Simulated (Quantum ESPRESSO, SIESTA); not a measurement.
# Deformation of the band gap of polar orthorhombic HfO2 under volume change, QE, PBEsol

Calculated with Quantum ESPRESSO 7.5: PBEsol; plane waves, GBRV 1.5 ultrasoft, 50/300 Ry; k-mesh 4×4×4. The volume is changed from typed lattice constants. Shape and atoms were relaxed at QE, PBEsol at each point. The gap is that between the highest filled and lowest empty Kohn-Sham level on the mesh.

```
volume change (%)  gap on the mesh (eV)
               -8                 4.623
               -6                     ?
               -4                 4.425
               -2                 4.403
                0                 4.355
               +2                  4.38
               +4                 4.512
```

**Question.** Fit a second-order form in the logarithmic strain to the rows given and interpolate to the withheld row.

**Working.**

With u = ln[(1 + ε)/(1 + ε0)], counted from the row at ε0 = +0 % where y0 = 4.355, a second-order form y = y0 + a u + b u² makes v = (y − y0)/u a line in u.

```
         u         v
-0.0833816  -3.21414
-0.0408220  -1.71476
-0.0202027  -2.37592
 0.0198026   1.26246
 0.0392207   4.00299
```

With n = 5: mean u = -0.0170766, mean v = -0.407875, Σ(u − ū)² = 0.0094994, Σ(u − ū)(v − v̄) = 0.53317. Slope b = 0.53317 / 0.0094994 = 56.127; intercept a = v̄ − b ū = 0.55058.

At the withheld row u = -0.06188, v = a + b u = -2.922, and y = y0 + u v.

Prediction at -6: 4.536 eV. The run gave 4.511 eV, so the fit is high by 0.025 eV (0.55 % of the value).

The first-order term, +0.55 eV per unit of ln V, is the slope of the fitted parabola at ε0; it is a deformation potential only where one valley holds the gap over the whole range, and a kink or a flat stretch in the table makes it differ from the local slope. The second-order term makes up 119 % of v at the withheld row. Among the rows given, the largest miss of the fit is at -8, by 0.076 eV (28 % of the range of the table).

Limits: The nuclei are static. The DFT runs use Fermi–Dirac occupations of width 0.01 eV, and energies are free energies. The mesh holds the band edges only if they lie on it, and semilocal functionals put gaps under measured ones. The rows don't follow a smooth parabola (r.m.s. departure 7.8 % of their range), so v is no line in u and the first-order term is poorly fixed; a kink, the k-mesh or scatter of the relaxations can each do this.

[Logs are printed without paths, hosts, clocks, repeated set-up lines and the standing remarks that a program may print on its own settings, such as how far it seeks lower states.]

[Hosts, paths, dates, database ids (printed as entryN), source tags and the programs' standing remarks are cut or masked in the printed files.]
